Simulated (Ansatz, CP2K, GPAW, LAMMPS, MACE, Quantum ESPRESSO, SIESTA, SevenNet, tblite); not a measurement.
# GPAW on glassy 38BaO-62TiO2 (mol %) (110 atoms): settings against a plane-wave reference

Aim: run glassy 38BaO-62TiO2 (mol %) (110 atoms) in GPAW and see how near its forces come to a plane-wave reference, and at what cost.

Program: GPAW 26.7.0. Level of theory: the method is named at each step. Results are calculated unless marked as measured.

### 1. The structure

The cell holds 110 atoms: 16 Ba, 26 Ti and 68 O. Its edges and angles: a = 11.965 Å, b = 11.965 Å, c = 11.965 Å, α = 90.0°, β = 90.0°, γ = 90.0°. 110 atoms (16 Ba, 26 Ti, 68 O) placed at random at 4.67 g/cm³, melted at 4000 K for 10 ps at fixed volume with the Morse and Coulomb pair potential with partial charges (Pedone, Malavasi, Menziani, Cormack and Segre, J. Phys. Chem. B 110, 11780 (2006)). Quenched from 4000 K to 300 K at 20 K/ps and fixed volume, held 10 ps at zero pressure, then minimised at fixed cell.

The yardstick, on the same geometry:

* method: Kohn-Sham DFT, PBE, PAW, plane waves (Ansatz 0.2.0); cutoff 420 eV, Γ point, fermi-dirac smearing of 0.05 eV; PAW set soft_2
* r.m.s. force component: 0.7786 eV/Å
* longest force: 2.495 eV/Å
* pressure: 4.206 GPa
* gap (highest filled to lowest empty level): 2.506 eV
* SCF cycles: 12
* time: 43 s on 4 threads of Arm Neoverse V2, shared host
* CPU time: 2.8 min

### 2. PBE, LCAO dzp, h 0.18 Å

Method: Kohn-Sham DFT, PBE, PAW, atomic orbitals (dzp).

File run.py:

```python
import numpy as np
from ase.io import read
from gpaw import GPAW, FermiDirac
from ase.parallel import parprint as print

atoms = read("structure.xyz")
atoms.calc = GPAW(
    mode="lcao",
    basis="dzp",
    h=0.18,
    xc="PBE",
    kpts={"size": (1, 1, 1), "gamma": True},
    occupations=FermiDirac(0.05),
    maxiter=200,
    symmetry={"point_group": False},
    txt="gpaw.txt",
)
energy = atoms.get_potential_energy(force_consistent=True)
forces = atoms.get_forces()
print(f"energy {energy:.6f} eV")
print("forces (eV/A)")
for i, (a, f) in enumerate(zip(atoms, forces)):
    print(f"{i:4d} {a.symbol:2s} {f[0]:10.5f} {f[1]:10.5f} {f[2]:10.5f}")
print(f"Fermi level {atoms.calc.get_fermi_level():.4f} eV")
for k in range(len(atoms.calc.get_ibz_k_points())):
    for s in range(atoms.calc.get_number_of_spins()):
        e = atoms.calc.get_eigenvalues(kpt=k, spin=s)
        n = np.searchsorted(e, atoms.calc.get_fermi_level())
        print(f"k {k} spin {s} levels about the Fermi level:", np.round(e[max(n - 6, 0):n], 4).tolist(), "|", np.round(e[n:n + 6], 4).tolist())
```

File structure.xyz:

```xyz
110
Lattice="11.96473 0.00000 0.00000 0.00000 11.96473 0.00000 0.00000 0.00000 11.96473" Properties=species:S:1:pos:R:3 pbc="T T T"
Ba 8.93071 11.20294 10.08017
Ba 10.53638 5.14017 2.18476
Ba 2.44894 6.18828 1.02071
Ba 1.33957 9.41636 3.01380
Ba 9.96171 5.66123 10.63306
Ba 4.56119 1.60854 0.38849
Ba 5.00186 8.24609 3.64087
Ba 3.93676 5.82383 6.41860
Ba 0.87558 9.89435 9.38645
Ba 6.84825 5.76915 8.57799
Ba 8.24669 2.26648 4.70154
Ba 10.85069 2.39809 9.65362
Ba 0.92739 5.72309 9.31119
Ba 7.23651 1.72340 8.37017
Ba 0.91506 2.93926 6.51468
Ba 6.82839 11.08508 1.03387
Ti 10.52214 11.80416 6.50427
Ti 6.30362 9.44053 7.69081
Ti 4.10977 11.92991 3.49645
Ti 7.22179 10.78836 4.72726
Ti 7.32792 3.51273 11.35931
Ti 9.40212 1.80667 1.24194
Ti 0.17827 11.78586 0.40692
Ti 2.30800 11.39138 6.58060
Ti 10.55193 8.66641 11.73692
Ti 0.95108 6.22250 4.48474
Ti 5.59351 4.46907 2.32582
Ti 3.99861 3.69160 9.56149
Ti 1.25666 7.94350 6.85208
Ti 4.43221 2.39498 6.47388
Ti 7.56781 5.91991 4.68311
Ti 11.69995 1.21956 3.58356
Ti 3.95159 7.61962 9.53421
Ti 4.40673 11.69014 9.38896
Ti 1.45192 3.00004 11.92788
Ti 9.73773 8.45512 8.04102
Ti 6.36631 6.91490 0.19957
Ti 2.59814 3.15905 3.48521
Ti 10.63425 8.91911 4.81772
Ti 8.67993 8.45189 2.15916
Ti 10.12934 5.44108 6.68170
Ti 3.40014 9.95872 0.25401
O 9.51531 8.25614 6.00414
O 9.15098 9.74097 0.68977
O 9.44173 6.52317 7.98861
O 0.05767 7.59808 11.40263
O 1.42632 4.50544 4.08572
O 4.11120 11.13282 1.86159
O 1.28585 6.12367 6.46107
O 6.71209 4.63262 3.70871
O 3.54970 3.32608 5.26281
O 6.01623 1.80500 6.03992
O 10.25940 8.81214 3.10772
O 8.54258 4.97111 5.86942
O 3.00973 11.17290 4.66792
O 10.60877 2.30883 2.56823
[... 50 atom lines left out ...]
O 10.42654 0.85225 0.12898
O 3.36520 0.97919 6.62858
O 10.80918 1.28764 5.14220
O 3.08211 11.09334 8.41097
```

Started as:

```
$ OMP_NUM_THREADS=1 mpirun -np 2 gpaw python run.py > output.txt
```

What it wrote:

```text
energy -833.114895 eV
forces (eV/A)
   0 Ba    0.50492   -1.05855    0.13876
   1 Ba   -0.02437    0.37957    0.84598
   2 Ba    0.22855    0.09175    0.25480
   3 Ba   -0.21622    0.12153    0.48878
   4 Ba   -1.42842    0.70178    0.46541
   5 Ba   -0.38960    0.46073   -0.34292
   6 Ba    0.38485    0.13109   -0.14144
   7 Ba   -0.66908   -0.15494   -0.07443
   8 Ba    0.49998   -0.27282   -0.14513
   9 Ba   -0.11071    0.06005    0.39467
  10 Ba   -0.07065   -0.38541   -0.63149
  11 Ba   -0.08460   -0.31257    0.44475
  12 Ba    1.58262    0.20560   -0.91169
  13 Ba   -1.17266    0.23323    0.15515
  14 Ba    0.49955   -0.28396   -0.62710
  15 Ba    0.59055   -0.22816    0.86417
  16 Ti    0.39975   -1.19308   -0.05046
  17 Ti   -0.24412    1.22165    0.74190
  18 Ti   -0.49266   -0.08126   -0.15046
  19 Ti    1.04078   -0.58092    0.32957
  20 Ti   -0.10744   -1.74210   -0.47953
  21 Ti   -0.01864   -0.55079    0.10773
  22 Ti   -0.48725    1.41220    1.29213
  23 Ti   -0.31128    0.87196    0.07193
[...]
102 O     0.51593   -0.06809    0.85700
 103 O     0.49479    0.28896    0.68113
 104 O    -2.05728    2.00361   -0.82426
 105 O    -0.22955   -0.48136   -0.15014
 106 O     0.68270   -1.38138   -2.25826
 107 O    -1.01010   -0.60148    0.33335
 108 O    -0.90255    0.56383    1.34046
 109 O    -1.94247   -0.89200   -0.90654
Fermi level 6.0838 eV
k 0 spin 0 levels about the Fermi level: [4.621, 4.6462, 4.723, 4.7498, 4.851, 4.8963] | [7.2992, 7.4237, 7.5037, 7.5134, 7.5368, 7.6044]
```

gpaw.txt:

```text
Input parameters:
  mode=LCAO(),
  basis={'default': 'dzp'},
  h=0.18,
  kpts=MonkhorstPack(size=(1, 1, 1), gamma=True),
  maxiter=200,
  occupations=Occupations(name='fermi-dirac', width=0.05, fixmagmom=False),
  symmetry=Symmetry(point_group=False),
  xc=XC(name='PBE')
Unit cell  # Å
| periodic |         x |         y |         z |   lengths |    angles |
|----------|-----------|-----------|-----------|-----------|-----------|
|      yes | 11.964730 |  0.000000 |  0.000000 | 11.964730 | 90.000000 |
|      yes |  0.000000 | 11.964730 |  0.000000 | 11.964730 | 90.000000 |
|      yes |  0.000000 |  0.000000 | 11.964730 | 11.964730 | 90.000000 |
Number of symmetries: 1
Symmetry operations  # r_c * U_cc + t_c -> r_c
|   | kind |            matrix            |
|---|------|------------------------------|
| 0 |  E   |  1, 0, 0,  0, 1, 0,  0, 0, 1 |
BZ-sampling:
  Number of BZ points: 1
  Number of IBZ points: 1
  Monkhorst-Pack size: [1, 1, 1]
  Monkhorst-Pack shift: [0, 0, 0]
[... lines left out ...]
        l=2, rc=5.3906 Bohr: d-type Gaussian polarization
      Number of RI-basis functions 0
Reference energy: -4283047.807977  # eV
eigensolver:
density mixing:
  MSR1-Mixer
occupation numbers:
  Fermi-Dirac:
    width: 0.0500  # eV
FastPoissonSolver using
    Stencil: 6*3+1=19 point O(h^6) finite-difference Laplacian
xc functional:
  name: PBE with 2 nearest neighbor stencil
interpolation: tri-quintic # 5. degree polynomial
Initialization done in: 11.026 s
convergence criteria:
- Maximum [total energy] change in last 3 cyles: 0.0005 eV / valence electron
- Maximum integral of absolute [dens]ity change: 0.0001 electrons / valence electron
- Maximum integral of absolute [eigenst]ate change: 4e-08 eV^2 / valence electron
maximum number of iterations: 200
SCF iterations
|iter     |      energy | eigst |  dens |
|---------|-------------|-------|-------|
|iter:   1| -950.922737 |      c|       |
|iter:   2| -911.954522 |      c| -0.86 |
|iter:   3| -838.193189 |      c| -0.93 |
|iter:   4| -834.347357 |      c| -1.42 |
|iter:   5| -833.141834 |      c| -1.63 |
|iter:   6| -833.212842 |      c| -1.88 |
|iter:   7| -833.135081c|      c| -2.19 |
|iter:   8| -833.117008c|      c| -2.75 |
|iter:   9| -833.115896c|      c| -3.03 |
|iter:  10| -833.115003c|      c| -3.36 |
|iter:  11| -833.114903c|      c| -3.74 |
|iter:  12| -833.114895c|      c| -4.10c|
Converged in 12 steps
SCF loop duration: 465.278 s (38.773 s/step)
Energy contributions relative to reference atoms: (reference = -4283047.807977)
Energy contributions:
  Kinetic:        1179.950940
  Coulomb:       -1218.571587
  Zero:             18.623142
  External:          0.000000
  Xc:             -813.117390
  Entropy:          -0.000000
  Spinorbit:         0.000000
  ----------------------------
  Free energy:    -833.114895
  Extrapolated:   -833.114895
dipole moment: (-126.330333, 126.299692, -57.087464)  # |e|*Ang
Fermi level: 6.084
Eigenvalues  # (at kpt = [0.000, 0.000, 0.000])
| band index |      eig [eV] | occ [0-2] |
|------------|---------------|-----------|
|          0 |       -51.894 |     2.000 |
|        ... |               |           |
|        432 |         4.512 |     2.000 |
|        433 |         4.564 |     2.000 |
[...]
|        447 |         7.666 |     0.000 |
|        ... |               |           |
|        531 |         9.965 |     0.000 |
Gap: 2.403 eV
Transition (v -> c):
  (s=0, k=0, n=439, [0.00, 0.00, 0.00]) -> (s=0, k=0, n=440, [0.00, 0.00, 0.00])
No difference between direct/indirect transitions
Force computation time: 99.098  # s
```

The job ended after 9.6 min (2 MPI ranks of Arm Neoverse V2, shared host; peak memory 4.1 GiB; 19 min of CPU time).

Banners, paths, timers and routine set-up lines are dropped from the logs unmarked, and long logs keep their key lines alone; longer cuts are marked.

Numbers from this run, and their distance from the reference:

- r.m.s. force component: 0.9109 eV/Å
- r.m.s. difference of force components: 165.5 meV/Å
- longest difference of force vectors: 535.2 meV/Å
- force difference over r.m.s. force: 21.25 %
- slope of forces against the reference's: 1.162
- correlation of force components: 0.993
- gap (highest filled to lowest empty level): 2.403 eV
- gap difference: -0.103 eV

Length of the force difference by element (eV/Å):

```csv
element,atoms,mean,most
Ba,16,0.12,0.17
O,68,0.33,0.54
Ti,26,0.15,0.26
```

Levels nearest the highest filled one (eV from it): -0.28, -0.25, -0.17, -0.15, -0.05, 0.00, 2.40, 2.53, 2.61, 2.62, 2.64, 2.71.

A closer look about O68, which has 5 bonded neighbours where the commonest count for O is 4: 10 atoms, nearest first, numbered in the order of the input, with positions taken from that point.

```
atom      x      y      z  distance (Å)  bonds     Fx     Fy  Fz (eV/Å)
 O68   0.00   0.00   0.00          0.00      5  -0.03  -0.11       0.52
Ti29  -1.22   0.26  -1.45          1.91      5  -1.54  -0.96      -0.46
Ti33   1.47  -0.06   1.23          1.92      5  -0.11   0.14       0.47
 O60  -0.62   1.93  -1.73          2.67      3   0.62   0.76      -0.30
O106   1.40  -1.94   1.21          2.69      5  -0.23  -0.48      -0.15
 O49  -1.19  -1.56  -1.84          2.69      5   0.73  -1.68       1.08
Ba13  -1.55  -1.96   1.01          2.69      8   1.58   0.21      -0.91
 O71   2.64   0.55  -0.08          2.70      4  -0.55  -1.61      -0.60
 O94   0.67   1.12   2.40          2.73      3  -0.91  -0.24      -0.10
O103  -2.76   0.27  -0.43          2.81      4   0.52  -0.07       0.86
```

Atoms are counted from 1 here, from 0 in the log.

Forces lie 21 % from the reference's, at 6.9 times its CPU time (on 2 against 4 cores).

Further runs of this program without a result: GPAW PBE, LCAO dzp, h 0.16 Å (cut off at its time limit); GPAW PBE, LCAO szp(dzp), h 0.18 Å (cut off at its time limit).

### 3. What came out

```yaml
force_difference_from_the_reference: GPAW PBE, LCAO dzp, h 0.18 Å, 21 %
its_cpu_time: 19 min
```

What this shows: The PBE run in local orbitals differs by 21 % (GPAW PBE, LCAO dzp, h 0.18 Å); basis, grid and potentials can all enter. GPAW PBE, LCAO dzp, h 0.18 Å stiffens the forces by a factor of 1.16 while following their directions (correlation 0.993). At the same functional, the gap of GPAW PBE, LCAO dzp, h 0.18 Å lies 0.10 eV below the reference's 2.51 eV. The quench rate of 20 K/ps is many orders above laboratory rates, so the cell is likely richer in defects and strain than a real sample. The network of bonds at the start is that of the classical potential that made the cell, and needn't be the one that DFT or experiment would give. The reference's pressure of 4.2 GPa belongs to a cell and atoms that aren't relaxed at this level. The electronic-structure runs sample only Γ, in a cell whose shortest periodic width is 12 Å. Spin–orbit coupling is left out, which matters for the levels of the heavy elements.

[Also dropped from logs without a mark: logging warnings of Python, and SIESTA's first energy breakdown and zero terms.]

[Logs are printed without paths, hosts, clocks, repeated set-up lines and the standing remarks that a program may print on its own settings, such as how far it seeks lower states.]

[Hosts, paths, dates, database ids (printed as entryN), source tags and the programs' standing remarks are cut or masked in the printed files.]
